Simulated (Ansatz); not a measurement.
An input for Ansatz 0.2.0 (Li3SI (antiperovskite) (Pm-3m)):

The structure was built from a prototype and need not be the compound's stable phase.

```yaml
crystal:
  lattice:
    - [4.7368166536, 0.0, 0.0]
    - [0.0, 4.7368166536, 0.0]
    - [0.0, 0.0, 4.7368166536]
  atoms:
    - { symbol: I, position: [0.0, 0.0, 0.0] }
    - { symbol: S, position: [0.5, 0.5, 0.5] }
    - { symbol: Li, position: [0.5, 0.5, 0.0] }
    - { symbol: Li, position: [0.5, 0.0, 0.5] }
    - { symbol: Li, position: [0.0, 0.5, 0.5] }
kpoints:
  mp_grid: { grid: [4, 4, 4] }
hamiltonian:
  xc: pbe
scf:
  occupations: { method: fixed }
gw:
  n_empty_bands: 317
  ecut_chi: 120.0
  qp_bands: [v2, c2]
  qp_kpoints: band_edges
  screening: { model: contour_deformation }
```

```sh
ansatz run input.yaml --threads 4 --pin off --max-ram 17510MiB --backend cpu --events-out ev --progress --plain --runs-dir out
```

Question: Estimate wall time and host memory on 4 threads of Arm Neoverse V2, shared host.

It took 44 s; on shared hardware allow 22 s to 88 s. Peak host memory was 1.1 GiB. The sizes that set the cost: 2103 plane waves a state, 10 irreducible k points, 333 bands summed, 305 plane waves in the screening and 6 SCF cycles.

The screening grows as filled bands × empty bands × pairs of k points, times the square of the screening basis for the matrix.

[Paths, hosts, dates, memory and timing lines, banners, echoed tables and standing remarks are left out of the program output.]

[Logs are printed without paths, hosts, clocks, repeated set-up lines and the standing remarks that a program may print on its own settings, such as how far it seeks lower states.]

[Runs of the session that timed out or met a known fault of the program may be left out.]

[Cells called generated may have been cut or substituted from an entry of the Crystallography Open Database or the Materials Project.]

[Hosts, paths, dates, database ids (printed as entryN), source tags and the programs' standing remarks are cut or masked in the printed files.]
